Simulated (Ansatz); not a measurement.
# How KCl (Sylvite, Fm-3m) expands on warming, part 2 of 3

How much does KCl (Sylvite) expand with temperature?

What experiment has found for this phase:
- volume expansion coefficient 111.3 1e-6/K and heat capacity C_P per formula unit 51.7 J/mol/K near room temperature (given in “High-Throughput Prediction of Finite-Temperature Properties using the Quasi-Harmonic Approximation”, 2016, arXiv:1603.06924)
- volume expansion coefficient 114.9 1e-6/K near room temperature (given in “Descriptors for thermal expansion in solids”, 2017, arXiv:1701.03966)

Ansatz 0.2.0; DFT PBE, scalar-relativistic, plane waves, PAW (the session's first sound run).

So far. Step 2 (A first coarse run): The start is under 0.75 GPa at this level and looks like an insulator or semiconductor on this mesh. Step 4 (Tight relaxation): The residual pressure is 6.0e-5 GPa, small enough for phonons.

In doubt: the dispersion correction can have small steps in the geometry for these elements (step 6), which bears on fits and elastic values.

### Step 5. A new level, relaxed again

The functional, the potentials or the cutoff change, so the crystal is relaxed again at the new setting.

This step: DFT PBE+D3(BJ), scalar-relativistic, plane waves, PAW (Ansatz 0.2.0).

Contents of input.yaml:

```yaml
crystal:
  lattice:
    - [0.0, 3.1908105988, 3.1908105988]
    - [3.1908105988, 0.0, 3.1908105988]
    - [3.1908105988, 3.1908105988, 0.0]
  atoms:
    - { symbol: K, position: [0.0, 0.0, 0.0] }
    - { symbol: Cl, position: [0.5, 0.5, 0.5] }
kpoints:
  mp_grid: { grid: [8, 8, 8] }
hamiltonian:
  xc: pbe
  dispersion: d3bj
scf:
  occupations: { method: fixed }
output:
  forces: true
  stress: true
  eigenvalues: true
relax:
  adjacent_minimum: "off"
  f_tol: 0.001
  max_steps: 60
  cell: { stress_tol: 0.01 }
```

Run with:

```sh
$ ansatz run input.yaml --threads 4 --pin off --max-ram 16384MiB --backend cpu --events-out ev --progress --plain --runs-dir out
```

Numbers of over 12 decimals in the logs are rounded to 6 here.

Log:

```text
[...]
Crystal: 2 atoms, lattice volume = 64.973 Å³
Basis set: ecut = 420 eV, 1243 PW (Γ), exchange–correlation on 64×64×64 points (8 copies of the dense FFT grid, shifted against one another)
Bands: 12, of which v1, the nominal top of the filled ones, is band 8 counted from 1 (7 counted from 0)
Symmetry: 48 space group operations
[...]
k-points: 29 of 512
[...]
SCF iter   1: F=—  HF=-2621.598306 eV  |F-HF|=—  |Δ(HF+E_count)|=         —  Δρ=2.40e-4  dr2=3.25e-5  ethr=1.77e-3  ⟨swp⟩=4.8  Hψ=1885  notcnv=0  defer=48
[...]
SCF iter   6: F=-2621.598177 eV  HF=-2621.598177 eV  |F-HF|=1.13e-10  |Δ(HF+E_count)|=   2.52e-8  Δρ=6.49e-7  dr2=3.04e-10  ethr=2.32e-10  ⟨swp⟩=5.8  Hψ=2152  notcnv=0
SCF 1 converged in 6 iterations: F = -2621.598177 eV  dr2 = 3.04e-10
[...]
relax step   1: F+E_penalty+E_count = -2621.59817700 eV  Δ(F+E_penalty+E_count) = +0.000e0 eV  max|allowed force component| = 9.976e-30 eV/Å  Δτ_max = 0.0000 Å  P = -0.918 GPa  Ω = 64.973 Å³  (6 SCF iters, dr2 threshold 1.00e-7 eV, accepted)
Crystal: 2 atoms, lattice volume = 63.228 Å³
[...]
SCF iter   5: F=-2621.605977 eV  HF=-2621.605977 eV  |F-HF|=9.34e-8  |Δ(HF+E_count)|=   7.74e-7  Δρ=9.59e-6  dr2=8.21e-8  ethr=1.25e-9  ⟨swp⟩=5.9  Hψ=2159  notcnv=0
SCF 2 converged in 5 iterations: F = -2621.605977 eV  dr2 = 8.21e-8
relax step   2: F+E_penalty+E_count = -2621.60597749 eV  Δ(F+E_penalty+E_count) = -7.800e-3 eV  max|allowed force component| = 3.681e-30 eV/Å  Δτ_max = 0.0000 Å  P = -0.500 GPa  Ω = 63.228 Å³  energy of the carried Pulay correction = +1.242e-5 eV  (5 SCF iters, dr2 threshold 2.00e-7 eV, accepted)
Crystal: 2 atoms, lattice volume = 61.261 Å³
[...]
SCF iter   5: F=-2621.608789 eV  HF=-2621.608789 eV  |F-HF|=4.90e-8  |Δ(HF+E_count)|=   6.18e-7  Δρ=6.45e-6  dr2=1.93e-8  ethr=1.25e-9  ⟨swp⟩=7.0  Hψ=2028  notcnv=0
SCF 3 converged in 5 iterations: F = -2621.608789 eV  dr2 = 1.93e-8
relax step   3: F+E_penalty+E_count = -2621.60878936 eV  Δ(F+E_penalty+E_count) = -2.812e-3 eV  max|allowed force component| = 5.054e-30 eV/Å  Δτ_max = 0.0000 Å  P = +0.062 GPa  Ω = 61.261 Å³  energy of the carried Pulay correction = +2.683e-5 eV  (5 SCF iters, dr2 threshold 2.00e-7 eV, accepted)
[...]
relax step   4: F+E_penalty+E_count = -2621.60882563 eV  Δ(F+E_penalty+E_count) = -3.628e-5 eV  max|allowed force component| = 4.051e-30 eV/Å  Δτ_max = 0.0000 Å  P = -0.003 GPa  Ω = 61.471 Å³  energy of the carried Pulay correction = +2.527e-5 eV  (4 SCF iters, dr2 threshold 9.47e-9 eV, accepted)
Basis set: ecut = 420 eV, 1243 PW (Γ), exchange–correlation on 60×60×60 points (8 copies of the dense FFT grid, shifted against one another)
[...]
SCF iter   7: F=-2621.608802 eV  HF=-2621.608802 eV  |F-HF|=0.00e0  |Δ(HF+E_count)|=    0.00e0  Δρ=1.41e-8  dr2=1.26e-13  ethr=1.00e-12  ⟨swp⟩=6.9  Hψ=1940  notcnv=0
SCF 5 converged in 7 iterations: F = -2621.608802 eV  dr2 = 1.26e-13
relax step   5: F+E_penalty+E_count = -2621.60880152 eV  Δ(F+E_penalty+E_count) = +2.412e-5 eV  max|allowed force component| = 3.788e-30 eV/Å  Δτ_max = 0.0000 Å  P = -0.003 GPa  Ω = 61.471 Å³  stress off target by 3.47e-3 GPa  SCF on the basis re-selected at this cell (its energy is not comparable with the rows above)  (7 SCF iters)
basis re-selected at this cell: Δ(F+E_penalty+E_count) = +2.412e-5 eV, ΔP = -0.000 GPa vs the last step (what re-selecting the basis moved, of the pressure what is left beyond the Pulay correction that the steps carried, after the strain that the cell walked since its last selection, with what the two solves' SCF thresholds leave and, on support functions, any second-order correction that the steps lacked; it is no measure of the basis error at this ecutwfc). The dense FFT grid was sized anew with the basis: this SCF ran on 30×30×30 points, the steps before it on 32×32×32, so part of this shift can come from that change (see relax.cell in the input reference). [rest of the remark cut]
SCF converged after 7 iterations
Free energy (F): -2621.608802 eV
[...]
Internal energy: -2621.608802 eV  (E = F + TS)
E sigma→0 (E₀):  -2621.608802 eV
Fermi energy:    0.943954 eV
[...]
--- Stress (GPa, compression-positive) ---
       -0.003474      -0.000000      -0.000000
       -0.000000      -0.003474      -0.000000
       -0.000000      -0.000000      -0.003474
  P = ⅓ Tr σ = -0.0035 GPa (-0.035 kbar)
--- Band table (eV; the first three rows and the last of 29) ---
  k-point 0: bands = [... 4 lower, -9.6770, 0.9440, 0.9440, 0.9440, 6.1798, 9.3141, 9.3141, 9.3141]
  k-point 1: bands = [... 4 lower, -9.6374, 0.7499, 0.8915, 0.8915, 6.5587, 9.1998, 9.5110, 9.5110]
  k-point 2: bands = [... 4 lower, -9.5472, 0.3448, 0.7698, 0.7698, 7.4477, 9.1160, 10.0698, 10.0698]
  k-point 28: bands = [... 4 lower, -9.5850, 0.4448, 0.4649, 0.4649, 8.9917, 8.9917, 10.4423, 10.8568]
--- Relaxed structure (4 steps of the walk, 4 accepted, 1 SCFs on fresh bases) ---
[...]
cell:  # Å, volume = 61.4707 Å³
    - [0, 3.132416, 3.132416]
    - [3.132416, 0, 3.132416]
    - [3.132416, 3.132416, 0]
  atoms:
    - { symbol: K, position: [0, 0, 0] }
    - { symbol: Cl, position: [0.5, 0.5, 0.5] }
```

Elapsed: 1.4 s, on 4 threads of Intel Xeon Platinum 8559C (Emerald Rapids), shared host; peak memory 0.38 GiB.

The steps of the relaxation:

```csv
step,energy less that of the first step (eV),largest force component (eV/Å),pressure (GPa),volume (Å³)
1,0.0000,0.0000,-0.92,64.97
2,-0.0078,0.0000,-0.50,63.23
3,-0.0106,0.0000,0.06,61.26
4,-0.0106,0.0000,0.00,61.47
5*,-0.0106,0.0000,0.00,61.47
```

Relaxation steps marked * repeat the geometry before them on a plane-wave basis chosen anew for their cell, so energy and pressure can jump there.

Forces are held to the 48 operations that the run works with; a distortion that breaks them can't arise in this run.

```csv
"conventional cell, symmetrised",before,after,change
a (Å),6.382,6.265,-1.8 %
b (Å),6.382,6.265,-1.8 %
c (Å),6.382,6.265,-1.8 %
volume (Å³/atom),32.49,30.74,-5.4 %
```

Final coordinates:

```
K Cl
1.0
     0.00000    3.13242    3.13242
     3.13242    0.00000    3.13242
     3.13242    3.13242    0.00000
K Cl
1 1
Direct
  0.00000 0.00000 0.00000
  0.50000 0.50000 0.50000
```

Numbers from this step:

```
pressure          : -0.003474 GPa
gap on the k-mesh : 5.236 eV
volume per atom   : 30.74 Å³
```

The residual pressure is -0.0035 GPa, small enough for phonons.

### Step 6. Phonons on strained cells

Thermal expansion follows from how the free energy of the vibrations (and of the electrons in a metal) changes with strain, so the program makes strained cells, their phonons and a fit in one run.

input.yaml, the sections that differ from step 5:

```yaml
crystal:
  lattice:
    - [0.0, 3.1324161443, 3.1324161443]
    - [3.1324161443, 0.0, 3.1324161443]
    - [3.1324161443, 3.1324161443, 0.0]
  atoms:
    - { symbol: K, position: [0.0, 0.0, 0.0] }
    - { symbol: Cl, position: [0.5, 0.5, 0.5] }
output:
  eigenvalues: true
phonons:
  method: dfpt
  qmesh: [4, 4, 4]
  temperatures: { t_max: 800.0, t_step: 50 }
  thermal_expansion: {}
# kpoints, hamiltonian, scf: as in step 5
# relax: removed
```

Log:

```text
[...]
Crystal: 2 atoms, lattice volume = 61.471 Å³
Basis set: ecut = 487.2 eV, 1459 PW (Γ), exchange–correlation on 64×64×64 points (8 copies of the dense FFT grid, shifted against one another)
Bands: 12, of which v1, the nominal top of the filled ones, is band 8 counted from 1 (7 counted from 0)
Symmetry: 48 space group operations
[...]
k-points: 29 of 512
[...]
SCF iter   1: F=—  HF=-2621.609118 eV  |F-HF|=—  |Δ(HF+E_count)|=         —  Δρ=2.44e-4  dr2=2.01e-5  ethr=1.77e-3  ⟨swp⟩=4.6  Hψ=1888  notcnv=0  defer=50
[...]
SCF iter   9: F=-2621.608883 eV  HF=-2621.608883 eV  |F-HF|=1.36e-12  |Δ(HF+E_count)|=  9.09e-11  Δρ=2.53e-8  dr2=1.12e-13  ethr=1.00e-12  ⟨swp⟩=5.7  Hψ=2213  notcnv=0
SCF 1 converged in 9 iterations: F = -2621.608883 eV  dr2 = 1.12e-13
[...]
relax step   1: F+E_penalty+E_count = -2621.60888285 eV  Δ(F+E_penalty+E_count) = +0.000e0 eV  max|allowed force component| = 7.724e-30 eV/Å  Δτ_max = 0.0000 Å  (9 SCF iters, accepted)
SCF converged after 9 iterations
Free energy (F): -2621.608883 eV
[...]
Internal energy: -2621.608883 eV  (E = F + TS)
E sigma→0 (E₀):  -2621.608883 eV
Fermi energy:    0.943936 eV
[...]
--- Stress (GPa, compression-positive) ---
       -0.003786       0.000000       0.000000
        0.000000      -0.003786      -0.000000
        0.000000       0.000000      -0.003786
  P = ⅓ Tr σ = -0.0038 GPa (-0.038 kbar)
--- Band table (eV; the first three rows and the last of 29) ---
  k-point 0: bands = [... 4 lower, -9.6770, 0.9439, 0.9439, 0.9439, 6.1797, 9.3141, 9.3141, 9.3141]
  k-point 1: bands = [... 4 lower, -9.6374, 0.7499, 0.8915, 0.8915, 6.5586, 9.1998, 9.5109, 9.5109]
  k-point 2: bands = [... 4 lower, -9.5472, 0.3447, 0.7698, 0.7698, 7.4476, 9.1160, 10.0698, 10.0698]
  k-point 28: bands = [... 4 lower, -9.5851, 0.4448, 0.4649, 0.4649, 8.9917, 8.9917, 10.4422, 10.8567]
── thermal expansion: 3 new cells, 3 in all ──
thermal expansion: variable-cell relaxation of cell 1
thermal expansion: relaxation of cell 1
thermal expansion: relaxation of cell 2
thermal expansion: relaxation of cell 3
── thermal expansion: 2 new cells, 5 in all ──
thermal expansion: relaxation of cell 4
thermal expansion: lower-state search of cell 4
thermal expansion: phonons of cell 4
thermal expansion: relaxation of cell 5
thermal expansion: phonons of cell 5
── thermal expansion: 8 new cells, 13 in all ──
thermal expansion: relaxation of cell 6
thermal expansion: relaxation of cell 7
thermal expansion: relaxation of cell 8
thermal expansion: relaxation of cell 9
thermal expansion: relaxation of cell 10
thermal expansion: relaxation of cell 11
thermal expansion: relaxation of cell 12
thermal expansion: relaxation of cell 13
thermal expansion: phonons of cell 6
thermal expansion: phonons of cell 7
thermal expansion: phonons of cell 8
thermal expansion: phonons of cell 9
thermal expansion: phonons of cell 10
--- Relaxed structure (1 steps of the walk, 1 accepted, 0 SCFs on fresh bases) ---
  F+E_penalty+E_count = -2621.60888285 eV   max|allowed force component| = 7.724e-30 eV/Å
  atoms:
    - { symbol: K, position: [0.0, 0.0, 0.0] }
    - { symbol: Cl, position: [0.5, 0.5, 0.5] }
--- Thermal expansion: 13 cells in 3 rounds, 0 GPa ---
  no lower state was reached at cell 4
  without vibrations: a 4.42961, b 4.42961, c 4.42961 Å, V 61.4585 Å³, B 18.87 GPa
  at 0 K: a 4.44420, b 4.44420, c 4.44420 Å, V 62.0679 Å³, B 18.31 GPa
  zero-point expansion: a +0.329, b +0.329, c +0.329, V +0.991 %
      T/K        a/Å        b/Å        c/Å       V/Å³ | expansion of a, b, c, V (1e-6/K)   | that of V in the mean from 25 °C | C_P, C_V (J/mol K of the cell) | B_T, B_S (GPa)
     0.00    4.44420    4.44420    4.44420    62.0679 |    0.00    0.00    0.00    0.00 |   84.64 |     0.000     0.000 |    18.31    18.31
   100.00    4.44999    4.44999    4.44999    62.3108 |   28.15   28.15   28.15   84.46 |  108.10 |    40.015    39.540 |    17.74    17.96
   200.00    4.46492    4.46492    4.46492    62.9398 |   37.08   37.08   37.08  111.25 |  117.59 |    48.595    47.030 |    16.68    17.23
   298.15    4.48223    4.48223    4.48223    63.6747 |   41.62   41.62   41.62  124.85 |       - |    51.392    48.619 |    15.56    16.45
   350.00    4.49217    4.49217    4.49217    64.0995 |   43.90   43.90   43.90  131.69 |  128.68 |    52.484    48.982 |    14.95    16.01
   450.00    4.51301    4.51301    4.51301    64.9956 |   48.81   48.81   48.81  146.43 |  136.61 |    54.532    49.361 |    13.69    15.12
   550.00    4.53645    4.53645    4.53645    66.0137 |   55.13   55.13   55.13  165.38 |  145.85 |    56.919    49.552 |    12.32    14.15
   650.00    4.56345    4.56345    4.56345    67.1993 |   64.16   64.16   64.16  192.48 |  157.32 |    60.160    49.661 |    10.77    13.05
   750.00    4.59590    4.59590    4.59590    68.6429 |   78.96   78.96   78.96  236.89 |  172.68 |    65.311    49.728 |     8.96    11.76
   800.00    4.61538    4.61538    4.61538    69.5196 |   91.06   91.06   91.06  273.19 |  182.91 |    69.462    49.753 |     7.88    11.01
  the static fit leaves 0.000 meV an atom of the energies and, of the stresses, 0.000 GPa of each cell's largest along a strain (root mean squares over the cells), whose Pulay part it has at -0.001 GPa
  vibrations' free energy: its fit leaves 0.0003 meV an atom at the most
  the electrons' free energy at temperature is not in it: every band gap is over 0.83 eV
  free energies summed between the sampled wave vectors
  estimated error of the fitted expansion in any direction: up to 0.836e-6/K, at 800 K (an estimate, not a bound: it was exceeded on models of known expansion)
  the energies and the vibrations are of d3bj (s6 = 1.0, s8 = 0.7875, a1 = 0.4289, a2_bohr = 4.4407) at the weights and the pressure of the crystal at rest
  by sums over the sampled wave vectors an expansion of the volume parts by up to 1.89e-6/K
  by a static energy of one degree less an expansion of the volume parts by up to 2.38e-6/K
  the FFT grids of the static calculations differ: 32 × 32 × 32, 36 × 36 × 36
  band gaps on the cells' k-points are 4.719 to 5.342 eV
```

The job ended after 7.9 min (4 threads; peak memory 1.3 GiB; 30 min of CPU time).

This step gave:

```yaml
pressure: -0.003786 GPa
volume_expansion_coefficient_at_298_k: 124.8 1e-6/K
c_p_at_298_k: 25.70 J/mol-atom/K
entropy_at_298_k: 42.33 J/mol-atom/K
isothermal_bulk_modulus_at_298_k: 15.56 GPa
grueneisen_parameter_at_298_k: 1.532
volume_at_298_k: 31.84 Å³/atom
principal_linear_expansion_coefficients_at_298_k: 41.62, 41.62, 41.62 1e-6/K
```

Strained cells of the study; zero-point energy where phonons were solved; the pressures are stresses at a fixed cutoff and can carry an offset from the finite basis. Expansion cells, by row:

```csv
cell,|a| (Å),|b| (Å),|c| (Å),V (Å³/atom),E - E_lowest (meV/atom),"pressure, compression positive (GPa)",gap (eV),zero-point energy (meV/atom)
1,4.43,4.43,4.43,30.74,0,-0.005,5.236,-
2,4.465,4.465,4.465,31.48,1.028,-0.43,5.153,-
3,4.395,4.395,4.395,30.01,1.04,0.473,5.321,-
4,4.43,4.43,4.43,30.74,0,-0.006,5.236,21.79
5,4.452,4.452,4.452,31.2,0.414,-0.278,5.183,21.26
6,4.471,4.471,4.471,31.59,1.343,-0.488,5.141,20.83
7,4.511,4.511,4.511,32.46,5.188,-0.909,5.049,19.89
8,4.553,4.553,4.553,33.36,11.35,-1.275,4.96,18.96
9,4.594,4.594,4.594,34.29,19.64,-1.592,4.874,18.06
10,4.636,4.636,4.636,35.24,29.91,-1.864,4.79,17.16
11,4.386,4.386,4.386,29.83,1.637,0.6,5.342,-
12,4.408,4.408,4.408,30.28,0.396,0.287,5.289,-
13,4.674,4.674,4.674,36.09,40.38,-2.068,4.719,-
```

[end of part 2 of 3]

[Logs are printed without paths, hosts, clocks, repeated set-up lines and the standing remarks that a program may print on its own settings, such as how far it seeks lower states.]

[Hosts, paths, dates, database ids (printed as entryN), source tags and the programs' standing remarks are cut or masked in the printed files.]

[A step with changed settings may run another functional than the one named; its input shows which.]
